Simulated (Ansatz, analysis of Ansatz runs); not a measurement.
# Migration in Na2WO4 (Fd-3m): O_i hop between interstitial places, charge 0, part 3 of 5

Wanted: path and barrier of a jump of O in Na2WO4 (Fd-3m) at charge 0. The case: O_i hop between interstitial places, in a cell of 56 host atoms with 1 O put in.

Ansatz 0.2.0; plane-wave PAW DFT, PBEsol; nudged elastic band between two relaxed defect structures.

So far. Step 2 (Relaxation of the start point, charge 0): Among the atoms that came to bonding distance: O31–O57 1.51 Å (from 1.99). Step 3 (Relaxation of the end point, charge 0): Among the atoms that came to bonding distance: O26–O57 1.51 Å (from 1.99).

### 4. Nudged elastic band, charge 0

5 movable images are laid between the ends on a pair-potential path, which keeps atoms from colliding in the first guess. Each image feels the true force across the path and a spring force along it. The highest image is set to climb to the top of the path.

This step: plane-wave PAW DFT, PBEsol; nudged elastic band between two relaxed defect structures.

Contents of q0.neb/input.yaml:

```yaml
crystal:
  lattice:
    - [9.1091061, 0.0, 0.0]
    - [0.0, 9.1091061, 0.0]
    - [0.0, 0.0, 9.1091061]
  atoms:
    - { symbol: Na, position: [0.12647235, 0.37483179, 0.37876459] }
    - { symbol: Na, position: [0.12440913, 0.87680247, 0.8794871] }
    - { symbol: Na, position: [0.62189327, 0.38224756, 0.85752444] }
    - { symbol: Na, position: [0.6262287, 0.87518305, 0.38130032] }
    - { symbol: Na, position: [0.3744041, 0.12567612, 0.37920494] }
    - { symbol: Na, position: [0.37208642, 0.62635149, 0.87825675] }
    - { symbol: Na, position: [0.87275363, 0.12731226, 0.88391807] }
    - { symbol: Na, position: [0.8726131, 0.6209374, 0.37751388] }
    - { symbol: Na, position: [0.37300761, 0.37778865, 0.12687722] }
    - { symbol: Na, position: [0.37534609, 0.8750637, 0.62967717] }
    - { symbol: Na, position: [0.87818009, 0.37323971, 0.62924031] }
    - { symbol: Na, position: [0.8780882, 0.87597149, 0.13182438] }
    - { symbol: Na, position: [0.12618763, 0.12608044, 0.13011241] }
    - { symbol: Na, position: [0.12437358, 0.62533313, 0.62779445] }
    - { symbol: Na, position: [0.62620493, 0.12378973, 0.62997407] }
    - { symbol: Na, position: [0.6218453, 0.64764241, 0.12247457] }
    - { symbol: W, position: [0.24948034, 0.25095083, 0.75294979] }
    - { symbol: W, position: [0.24943167, 0.75187032, 0.25367976] }
    - { symbol: W, position: [0.75471223, 0.24538995, 0.25991834] }
    - { symbol: W, position: [0.74935144, 0.75147561, 0.75334444] }
    - { symbol: W, position: [0.00161839, -0.00171939, 0.50666699] }
    - { symbol: W, position: [-0.0005279, 0.50238653, 0.00236461] }
    - { symbol: W, position: [0.49796599, 0.00500413, 0.00336765] }
    - { symbol: W, position: [0.49790677, 0.50162966, 0.49994097] }
    - { symbol: O, position: [0.36333022, 0.13765309, 0.64001469] }
    - { symbol: O, position: [0.36226533, 0.63952497, 0.13904651] }
    - { symbol: O, position: [0.87255902, 0.13296108, 0.1503257] }
    - { symbol: O, position: [0.8620256, 0.63708664, 0.64065395] }
    - { symbol: O, position: [0.13607763, 0.36413019, 0.63998513] }
    - { symbol: O, position: [0.13602286, 0.86491087, 0.14053723] }
    - { symbol: O, position: [0.63284532, 0.29919513, 0.09003276] }
    - { symbol: O, position: [0.63639556, 0.86482923, 0.64017667] }
    - { symbol: O, position: [0.13643539, 0.13816935, 0.86690316] }
    - { symbol: O, position: [0.1363443, 0.63792569, 0.36640609] }
    - { symbol: O, position: [0.6454856, 0.13184036, 0.37335771] }
    - { symbol: O, position: [0.63449731, 0.63871087, 0.86593174] }
    - { symbol: O, position: [0.36232915, 0.36551315, 0.865318] }
    - { symbol: O, position: [0.36324936, 0.86473272, 0.36702562] }
    - { symbol: O, position: [0.87294855, 0.35439768, 0.37247528] }
    - { symbol: O, position: [0.86193767, 0.86406876, 0.86789599] }
    - { symbol: O, position: [0.38058535, 0.11462395, 0.1161401] }
    - { symbol: O, position: [0.38709973, 0.61162968, 0.61853563] }
    - { symbol: O, position: [0.88838919, 0.11113624, 0.6205515] }
    - { symbol: O, position: [0.8860071, 0.61557723, 0.11552432] }
    - { symbol: O, position: [0.11207931, 0.38886616, 0.11595034] }
    - { symbol: O, position: [0.11526801, 0.88510898, 0.61982387] }
    - { symbol: O, position: [0.61499878, 0.38620878, 0.60727638] }
    - { symbol: O, position: [0.61501161, 0.89768524, 0.1188519] }
    - { symbol: O, position: [0.11537957, 0.11120941, 0.39377519] }
    - { symbol: O, position: [0.11293641, 0.61552709, 0.88911422] }
    - { symbol: O, position: [0.60925663, 0.11383553, 0.88392149] }
    - { symbol: O, position: [0.60919971, 0.62149792, 0.39162894] }
    - { symbol: O, position: [0.38073805, 0.388912, 0.39000668] }
    - { symbol: O, position: [0.38742355, 0.88638874, 0.89314962] }
    - { symbol: O, position: [0.88594451, 0.38913726, 0.8893052] }
    - { symbol: O, position: [0.88845353, 0.88444322, 0.39372726] }
    - { symbol: O, position: [0.63367471, 0.41601353, 0.20689018] }
basis:
  ecutwfc: 420
  xc_grid: 2
hamiltonian:
  xc: pbesol
kpoints:
  mp_grid: { grid: [1, 1, 1], shift: [0.25, 0.25, 0.25] }
scf:
  occupations: { method: fixed }
  max_iter: 120
output:
  forces: true
neb:
  images: 5
  f_tol: 0.04
  climbing: true
  initial_path: idpp
  max_iterations: 45
  order_check: false
  final_atoms:
    - { symbol: Na, position: [0.1248209, 0.37497822, 0.37932791] }
    - { symbol: Na, position: [0.12637907, 0.87377869, 0.88394988] }
[... 6 atom lines left out ...]
    - { symbol: Na, position: [0.37692423, 0.3741842, 0.12714214] }
[... 6 atom lines left out ...]
    - { symbol: Na, position: [0.64683831, 0.62277043, 0.12248297] }
[... 1 atom line left out ...]
    - { symbol: W, position: [0.24429559, 0.75579361, 0.25988632] }
    - { symbol: W, position: [0.75090777, 0.25035044, 0.2538053] }
[... 4 atom lines left out ...]
    - { symbol: W, position: [0.50064213, 0.49870665, 0.50015035] }
[... 1 atom line left out ...]
    - { symbol: O, position: [0.29796325, 0.63431337, 0.08975115] }
[... 4 atom lines left out ...]
    - { symbol: O, position: [0.63854822, 0.36329911, 0.13926955] }
[... 10 atom lines left out ...]
    - { symbol: O, position: [0.38517196, 0.61587626, 0.60736554] }
[... 4 atom lines left out ...]
    - { symbol: O, position: [0.61074031, 0.388053, 0.61878847] }
[... 4 atom lines left out ...]
    - { symbol: O, position: [0.62037955, 0.60993274, 0.39160008] }
    - { symbol: O, position: [0.3879679, 0.38141263, 0.39031647] }
[... 3 atom lines left out ...]
    - { symbol: O, position: [0.41456821, 0.6340859, 0.20682253] }
```

Run with:

```bash
$ ansatz run input.yaml --threads 4 --pin off --max-ram 14131MiB --backend cpu --events-out ev --progress --plain --runs-dir out
```

Numbers of over 12 decimals in the logs are rounded to 6 here.

The program printed:

```text
[...]
Warning: neb: disabling space-group detection — the band's intermediate images generally break the endpoint symmetry, so the full k-mesh is solved, and no spatial operation symmetrises the density, except that a semilocal band can use its path's symmetry [...]
[...]
parallel-image band execution: 4 concurrent image workers
NEB image 0
Crystal: 57 atoms, lattice volume = 755.835 Å³
Basis set: ecut = 420 eV, 14771 PW (Γ), exchange–correlation on 128×128×128 points (8 copies of the dense FFT grid, shifted against one another)
Bands: 284, of which v1, the nominal top of the filled ones, is band 227 counted from 1 (226 counted from 0)
Symmetry: 1 space group operations
k-points: 1
[...]
SCF iter   1: F=—  HF=-124210.570712 eV  |F-HF|=—  |Δ(HF+E_count)|=         —  Δρ=1.51e-2  dr2=1.81e0  ethr=1.77e-3  ⟨swp⟩=5.0  Hψ=815  notcnv=0  defer=53
[...]
SCF iter  10: F=-124210.206049 eV  HF=-124210.206049 eV  |F-HF|=1.38e-8  |Δ(HF+E_count)|=   1.05e-7  Δρ=2.28e-6  dr2=2.85e-8  ethr=2.20e-11  ⟨swp⟩=3.0  Hψ=873  notcnv=0
SCF 1 converged in 10 iterations: F = -124210.206049 eV  dr2 = 2.85e-8
[...]
NEB image 6
SCF iter   1: F=—  HF=-124210.570856 eV  |F-HF|=—  |Δ(HF+E_count)|=         —  Δρ=1.51e-2  dr2=1.81e0  ethr=1.77e-3  ⟨swp⟩=5.0  Hψ=815  notcnv=0  defer=53
[...]
SCF iter  10: F=-124210.206230 eV  HF=-124210.206230 eV  |F-HF|=1.11e-8  |Δ(HF+E_count)|=   9.69e-8  Δρ=2.29e-6  dr2=3.01e-8  ethr=2.20e-11  ⟨swp⟩=3.0  Hψ=865  notcnv=0
SCF 2 converged in 10 iterations: F = -124210.206230 eV  dr2 = 3.01e-8
[...]
NEB end point (image 0): max|allowed force component| = 1.529e-2 eV/Å (the criterion of neb.relax_end_points is 1.000e-2)
NEB end point (image 6): max|allowed force component| = 1.237e-2 eV/Å (the criterion of neb.relax_end_points is 1.000e-2)
NEB image 1
SCF iter   1: F=—  HF=-124209.433704 eV  |F-HF|=—  |Δ(HF+E_count)|=         —  Δρ=1.51e-2  dr2=1.79e0  ethr=1.77e-3  ⟨swp⟩=5.0  Hψ=815  notcnv=0  defer=53
[...]
SCF iter  12: F=-124209.071410 eV  HF=-124209.071410 eV  |F-HF|=2.55e-9  |Δ(HF+E_count)|=   1.14e-8  Δρ=1.17e-6  dr2=1.08e-8  ethr=2.20e-11  ⟨swp⟩=4.0  Hψ=676  notcnv=0
SCF 3 converged in 12 iterations: F = -124209.071410 eV  dr2 = 1.08e-8
NEB image 2
SCF iter   1: F=—  HF=-124207.734697 eV  |F-HF|=—  |Δ(HF+E_count)|=         —  Δρ=1.54e-2  dr2=1.91e0  ethr=1.77e-3  ⟨swp⟩=5.0  Hψ=811  notcnv=0  defer=55
[...]
SCF iter  12: F=-124207.338987 eV  HF=-124207.338987 eV  |F-HF|=3.14e-9  |Δ(HF+E_count)|=  8.29e-10  Δρ=1.97e-6  dr2=3.09e-8  ethr=2.20e-11  ⟨swp⟩=2.0  Hψ=823  notcnv=0
SCF 4 converged in 12 iterations: F = -124207.338987 eV  dr2 = 3.09e-8
NEB image 3
SCF iter   1: F=—  HF=-124206.759753 eV  |F-HF|=—  |Δ(HF+E_count)|=         —  Δρ=1.71e-2  dr2=2.19e0  ethr=1.77e-3  ⟨swp⟩=5.0  Hψ=814  notcnv=0  defer=54
[...]
SCF iter  13: F=-124206.275862 eV  HF=-124206.275862 eV  |F-HF|=1.47e-8  |Δ(HF+E_count)|=   2.60e-8  Δρ=2.93e-6  dr2=5.00e-8  ethr=2.20e-11  ⟨swp⟩=2.0  Hψ=870  notcnv=0
SCF 5 converged in 13 iterations: F = -124206.275862 eV  dr2 = 5.00e-8
NEB image 4
SCF iter   1: F=—  HF=-124207.733207 eV  |F-HF|=—  |Δ(HF+E_count)|=         —  Δρ=1.54e-2  dr2=1.91e0  ethr=1.77e-3  ⟨swp⟩=5.0  Hψ=811  notcnv=0  defer=55
[...]
SCF iter  12: F=-124207.336984 eV  HF=-124207.336984 eV  |F-HF|=3.33e-9  |Δ(HF+E_count)|=   1.92e-9  Δρ=1.98e-6  dr2=3.18e-8  ethr=2.20e-11  ⟨swp⟩=2.0  Hψ=823  notcnv=0
SCF 6 converged in 12 iterations: F = -124207.336984 eV  dr2 = 3.18e-8
NEB image 5
SCF iter   1: F=—  HF=-124209.433768 eV  |F-HF|=—  |Δ(HF+E_count)|=         —  Δρ=1.51e-2  dr2=1.79e0  ethr=1.77e-3  ⟨swp⟩=5.0  Hψ=815  notcnv=0  defer=53
[...]
SCF iter  12: F=-124209.071066 eV  HF=-124209.071066 eV  |F-HF|=2.47e-9  |Δ(HF+E_count)|=   1.10e-8  Δρ=1.18e-6  dr2=1.08e-8  ethr=2.20e-11  ⟨swp⟩=4.0  Hψ=676  notcnv=0
SCF 7 converged in 12 iterations: F = -124209.071066 eV  dr2 = 1.08e-8
NEB iter   1: max|band force component| = 2.628e0 eV/Å  barrier→ = 3.9302 eV  barrier← = 3.9304 eV  Δτ_max = 0.2000 Å  (81 SCF iters)
NEB image 1
[...]
iter 1 solved again at ethr=6.44e-5 eV; its pass at ethr=3.10e-3 eV (dr2=2.92e-1 eV) is discarded
[...]
SCF iter  10: F=-124209.582829 eV  HF=-124209.582829 eV  |F-HF|=5.77e-8  |Δ(HF+E_count)|=   6.54e-8  Δρ=3.70e-6  dr2=9.92e-8  ethr=2.20e-11  ⟨swp⟩=5.0  Hψ=866  notcnv=0
SCF 8 converged in 10 iterations: F = -124209.582829 eV  dr2 = 9.92e-8
NEB image 2
[...]
SCF iter  11: F=-124208.212546 eV  HF=-124208.212546 eV  |F-HF|=4.35e-9  |Δ(HF+E_count)|=   3.05e-8  Δρ=1.35e-6  dr2=1.25e-8  ethr=2.20e-11  ⟨swp⟩=3.0  Hψ=852  notcnv=0
SCF 9 converged in 11 iterations: F = -124208.212546 eV  dr2 = 1.25e-8
NEB image 3
[...]
SCF iter  11: F=-124207.553679 eV  HF=-124207.553679 eV  |F-HF|=2.21e-8  |Δ(HF+E_count)|=   3.49e-8  Δρ=2.86e-6  dr2=6.66e-8  ethr=2.20e-11  ⟨swp⟩=3.0  Hψ=870  notcnv=0
SCF 10 converged in 11 iterations: F = -124207.553679 eV  dr2 = 6.66e-8
NEB image 4
[...]
SCF iter  11: F=-124208.216055 eV  HF=-124208.216055 eV  |F-HF|=4.10e-9  |Δ(HF+E_count)|=   2.99e-8  Δρ=1.35e-6  dr2=1.29e-8  ethr=2.20e-11  ⟨swp⟩=3.0  Hψ=852  notcnv=0
SCF 11 converged in 11 iterations: F = -124208.216055 eV  dr2 = 1.29e-8
NEB image 5
[...]
SCF iter  10: F=-124209.587003 eV  HF=-124209.587003 eV  |F-HF|=5.66e-8  |Δ(HF+E_count)|=   5.94e-8  Δρ=3.72e-6  dr2=9.99e-8  ethr=2.20e-11  ⟨swp⟩=5.0  Hψ=866  notcnv=0
SCF 12 converged in 10 iterations: F = -124209.587003 eV  dr2 = 9.99e-8
NEB iter   2: max|band force component| = 2.286e0 eV/Å  barrier→ = 2.6524 eV  barrier← = 2.6526 eV  Δτ_max = 0.2000 Å  (53 SCF iters)
NEB image 1
[...]
SCF iter  10: F=-124209.753519 eV  HF=-124209.753519 eV  |F-HF|=1.64e-8  |Δ(HF+E_count)|=   1.33e-7  Δρ=2.00e-6  dr2=2.55e-8  ethr=2.20e-11  ⟨swp⟩=3.0  Hψ=971  notcnv=0
SCF 13 converged in 10 iterations: F = -124209.753519 eV  dr2 = 2.55e-8
NEB image 2
[...]
SCF iter  11: F=-124208.514803 eV  HF=-124208.514803 eV  |F-HF|=4.73e-9  |Δ(HF+E_count)|=   7.14e-8  Δρ=1.44e-6  dr2=1.51e-8  ethr=2.20e-11  ⟨swp⟩=2.0  Hψ=905  notcnv=0
SCF 14 converged in 11 iterations: F = -124208.514803 eV  dr2 = 1.51e-8
NEB image 3
[...]
NEB iter  10: max|band force component| = 1.018e-1 eV/Å  barrier→ = 2.0733 eV  barrier← = 2.0735 eV  CI = image 3  Δτ_max = 0.0085 Å  (39 SCF iters)
NEB iter  11: max|band force component| = 5.855e-2 eV/Å  barrier→ = 2.0732 eV  barrier← = 2.0734 eV  CI = image 3  Δτ_max = 0.0171 Å  (40 SCF iters)
NEB image 1
[...]
SCF iter   9: F=-124209.597227 eV  HF=-124209.597227 eV  |F-HF|=4.07e-10  |Δ(HF+E_count)|=   7.74e-9  Δρ=5.34e-7  dr2=2.39e-9  ethr=2.20e-11  ⟨swp⟩=4.0  Hψ=792  notcnv=0
SCF 58 converged in 9 iterations: F = -124209.597227 eV  dr2 = 2.39e-9
NEB image 2
[...]
SCF iter   8: F=-124209.082433 eV  HF=-124209.082433 eV  |F-HF|=4.12e-9  |Δ(HF+E_count)|=   1.41e-8  Δρ=3.14e-6  dr2=4.45e-8  ethr=2.20e-11  ⟨swp⟩=4.0  Hψ=855  notcnv=0
SCF 59 converged in 8 iterations: F = -124209.082433 eV  dr2 = 4.45e-8
NEB image 3
[...]
SCF iter   8: F=-124208.132866 eV  HF=-124208.132866 eV  |F-HF|=2.73e-8  |Δ(HF+E_count)|=   1.09e-7  Δρ=2.06e-6  dr2=3.38e-8  ethr=2.20e-11  ⟨swp⟩=3.0  Hψ=874  notcnv=0
SCF 60 converged in 8 iterations: F = -124208.132866 eV  dr2 = 3.38e-8
NEB image 4
[...]
SCF iter   8: F=-124209.081746 eV  HF=-124209.081746 eV  |F-HF|=4.70e-9  |Δ(HF+E_count)|=   7.20e-9  Δρ=3.25e-6  dr2=4.79e-8  ethr=2.20e-11  ⟨swp⟩=4.0  Hψ=832  notcnv=0
SCF 61 converged in 8 iterations: F = -124209.081746 eV  dr2 = 4.79e-8
NEB image 5
[...]
SCF iter   9: F=-124209.593596 eV  HF=-124209.593596 eV  |F-HF|=4.66e-10  |Δ(HF+E_count)|=   8.60e-9  Δρ=5.42e-7  dr2=2.53e-9  ethr=2.20e-11  ⟨swp⟩=4.0  Hψ=792  notcnv=0
SCF 62 converged in 9 iterations: F = -124209.593596 eV  dr2 = 2.53e-9
NEB image 1
[...]
NEB image 2
[...]
NEB image 4
[...]
NEB image 5
[...]
NEB image 3
[...]
NEB iter  12: max|band force component| = 2.920e-2 eV/Å  barrier→ = 2.0732 eV  barrier← = 2.0734 eV  CI = image 3  Δτ_max = 0.0000 Å  (42 SCF iters)
SCF converged after 8 iterations
Free energy (F): -124208.132866 eV
[...]
Internal energy: -124208.132866 eV  (E = F + TS)
E sigma→0 (E₀):  -124208.132866 eV
Fermi energy:    5.670235 eV
[...]
--- Forces (eV/Å), atoms counted from 1 ---
  atom   1  Na    -0.00017864     0.00089625     0.00014502
  atom   2  Na    -0.00010937    -0.00055295    -0.00072512
  [... 6 atoms left out ...]
  atom   9  Na    -0.00084595    -0.00084070    -0.00300936
  [... 6 atoms left out ...]
  atom  16  Na    -0.00121062    -0.00117789     0.00378034
  [... 7 atoms left out ...]
  atom  24  W     -0.00178371    -0.00177771    -0.00144196
  [... 1 atom left out ...]
  atom  26  O      0.00166858    -0.00034747    -0.00756512
  [... 4 atoms left out ...]
  atom  31  O     -0.00003214     0.00135892    -0.00778487
  [... 10 atoms left out ...]
  atom  42  O     -0.00058588     0.00062372     0.00058349
  [... 4 atoms left out ...]
  atom  47  O      0.00064275    -0.00060006     0.00067290
  [... 4 atoms left out ...]
  atom  52  O     -0.00318671    -0.00317445    -0.00471739
  atom  53  O      0.00070281     0.00071232     0.00408836
  [... 3 atoms left out ...]
  atom  57  O      0.00092592     0.00128839     0.00172559
  max |Σ_I F_I| component: 3.16e-5 eV/Å
--- Band table (eV) ---
[...]
this run last wrote the band of iteration 12 to <dir>
--- NEB band (7 images, 12 band iterations, 608 SCF iterations) ---
  forward barrier  = 2.073183 eV
  backward barrier = 2.073365 eV
  climbing image's point = of an order that was not read
  energies are F+E_penalty+E_count in eV, relative to image 0
  image     s (Å)  Δ vs image 0  max|band force component| (eV/Å)
      0    0.0000      0.000000                                 —
      1    0.8854      0.608822                          2.516e-2
      2    1.7709      1.123616                          2.920e-2
  *   3    2.6562      2.073183                          7.804e-3
      4    3.5400      1.124303                          2.791e-2
      5    4.4240      0.612453                          2.554e-2
      6    5.3078     -0.000181                                 —
  climbing-image geometry (image 3):
  cell:  # Å, volume = 755.8355 Å³
    - [9.1091061, 0.0, 0.0]
    - [0.0, 9.1091061, 0.0]
    - [0.0, 0.0, 9.1091061]
  atoms:
    - { symbol: Na, position: [0.124386, 0.375037, 0.381479] }
    - { symbol: Na, position: [0.128902, 0.871762, 0.878697] }
    - { symbol: Na, position: [0.614147, 0.386389, 0.885335] }
    - { symbol: Na, position: [0.625665, 0.876369, 0.381254] }
    - { symbol: Na, position: [0.374119, 0.125307, 0.381477] }
    - { symbol: Na, position: [0.385468, 0.615068, 0.885325] }
    - { symbol: Na, position: [0.870840, 0.129825, 0.878698] }
    - { symbol: Na, position: [0.875450, 0.626584, 0.381252] }
    - { symbol: Na, position: [0.340905, 0.341828, 0.114677] }
    - { symbol: Na, position: [0.378726, 0.871168, 0.631340] }
    - { symbol: Na, position: [0.870245, 0.379652, 0.631344] }
    - { symbol: Na, position: [0.882084, 0.883010, 0.130648] }
    - { symbol: Na, position: [0.117944, 0.118868, 0.130466] }
    - { symbol: Na, position: [0.129518, 0.622021, 0.631256] }
    - { symbol: Na, position: [0.621098, 0.130440, 0.631259] }
    - { symbol: Na, position: [0.659358, 0.660279, 0.113085] }
    - { symbol: W, position: [0.242097, 0.243019, 0.748392] }
    - { symbol: W, position: [0.249970, 0.750924, 0.256692] }
    - { symbol: W, position: [0.750000, 0.250894, 0.256698] }
    - { symbol: W, position: [0.757581, 0.758503, 0.748052] }
    - { symbol: W, position: [-5.890851628803555e-5, 0.000861, 0.503567] }
    - { symbol: W, position: [-7.287286922172601e-6, 0.500856, 0.003675] }
    - { symbol: W, position: [0.499935, 0.000917, 0.003675] }
    - { symbol: W, position: [0.499893, 0.500815, 0.509331] }
    - { symbol: O, position: [0.357423, 0.129153, 0.637663] }
    - { symbol: O, position: [0.359756, 0.641341, 0.135041] }
    - { symbol: O, position: [0.863347, 0.137457, 0.144346] }
    - { symbol: O, position: [0.871581, 0.643272, 0.637381] }
    - { symbol: O, position: [0.128232, 0.358346, 0.637665] }
    - { symbol: O, position: [0.136530, 0.864273, 0.144347] }
    - { symbol: O, position: [0.640411, 0.360688, 0.135061] }
    - { symbol: O, position: [0.642348, 0.872503, 0.637382] }
    - { symbol: O, position: [0.131787, 0.132710, 0.868252] }
    - { symbol: O, position: [0.138344, 0.636652, 0.369638] }
    - { symbol: O, position: [0.635733, 0.139263, 0.369643] }
    - { symbol: O, position: [0.643935, 0.644855, 0.857910] }
    - { symbol: O, position: [0.355556, 0.356475, 0.858607] }
    - { symbol: O, position: [0.364089, 0.862602, 0.369707] }
    - { symbol: O, position: [0.861683, 0.365008, 0.369713] }
    - { symbol: O, position: [0.867701, 0.868624, 0.868239] }
    - { symbol: O, position: [0.379402, 0.103245, 0.119421] }
    - { symbol: O, position: [0.386447, 0.614133, 0.623027] }
    - { symbol: O, position: [0.886535, 0.114280, 0.616412] }
    - { symbol: O, position: [0.897745, 0.621481, 0.119406] }
    - { symbol: O, position: [0.102322, 0.380324, 0.119420] }
    - { symbol: O, position: [0.113360, 0.887455, 0.616411] }
    - { symbol: O, position: [0.613210, 0.387370, 0.623028] }
    - { symbol: O, position: [0.620558, 0.898667, 0.119405] }
    - { symbol: O, position: [0.112972, 0.113892, 0.389570] }
    - { symbol: O, position: [0.119236, 0.608365, 0.891399] }
    - { symbol: O, position: [0.607445, 0.120162, 0.891402] }
    - { symbol: O, position: [0.615122, 0.616043, 0.400522] }
    - { symbol: O, position: [0.384884, 0.385805, 0.399974] }
    - { symbol: O, position: [0.392458, 0.881604, 0.891451] }
    - { symbol: O, position: [0.880677, 0.393379, 0.891454] }
    - { symbol: O, position: [0.886921, 0.887842, 0.389584] }
    - { symbol: O, position: [0.500141, 0.501076, 0.128402] }
```

Elapsed: 14 min, on 4 threads of Arm Neoverse V2, shared host; peak memory 4.5 GiB; 37 min of CPU time.

Reading the cycles: dr2 is the Hartree energy of the density residual (eV), the measure of convergence; HF is the Harris–Foulkes estimate of the energy, which meets the free energy F at convergence.

Images along the path:

```
image  path (Å)  energy (eV)     O57: x, y, z (Å)
    0     0.000       0.0000  5.772, 3.790, 1.885
    1     0.885       0.6088  5.302, 3.796, 1.595
    2     1.771       1.1236  5.026, 4.092, 1.027
    3     2.656       2.0732  4.556, 4.564, 1.170
    4     3.540       1.1243  4.084, 5.034, 1.028
    5     4.424       0.6125  3.788, 5.310, 1.594
    6     5.308      -0.0002  3.776, 5.776, 1.884
```

Numbers from this step:

```yaml
free_energy: -124208.1329 eV
barrier_forward: 2.073 eV
barrier_backward: 2.073 eV
end_less_start: -1.81e-4 eV
hop_length: 2.816 Å
```

Track of the atom that was set to move:

| image | x (Å) | y (Å) | z (Å) | nearest neighbour | distance (Å) |
| --- | --- | --- | --- | --- | --- |
| 0 | 5.772 | 3.79 | 1.885 | O | 1.505 |
| 1 | 5.302 | 3.796 | 1.595 | O | 1.444 |
| 2 | 5.026 | 4.092 | 1.027 | O | 1.385 |
| 3 | 4.556 | 4.564 | 1.17 | O | 1.809 |
| 4 | 4.084 | 5.034 | 1.028 | O | 1.386 |
| 5 | 3.788 | 5.31 | 1.594 | O | 1.444 |
| 6 | 3.776 | 5.776 | 1.884 | O | 1.505 |

The band met its tolerance of 0.04 eV/Å after 12 iterations, with image 3 on top (the start counts as 0). O57, which moves farthest between the ends, has 1 O at 1.51 Å nearest at the start and 2 O at 1.81 Å and 2 Na at 2.06 Å at the top.

(Part 3 of 5 ends here.)

[Logs are printed without paths, hosts, clocks, repeated set-up lines and the standing remarks that a program may print on its own settings, such as how far it seeks lower states.]

[Hosts, paths, dates, database ids (printed as entryN), source tags and the programs' standing remarks are cut or masked in the printed files.]
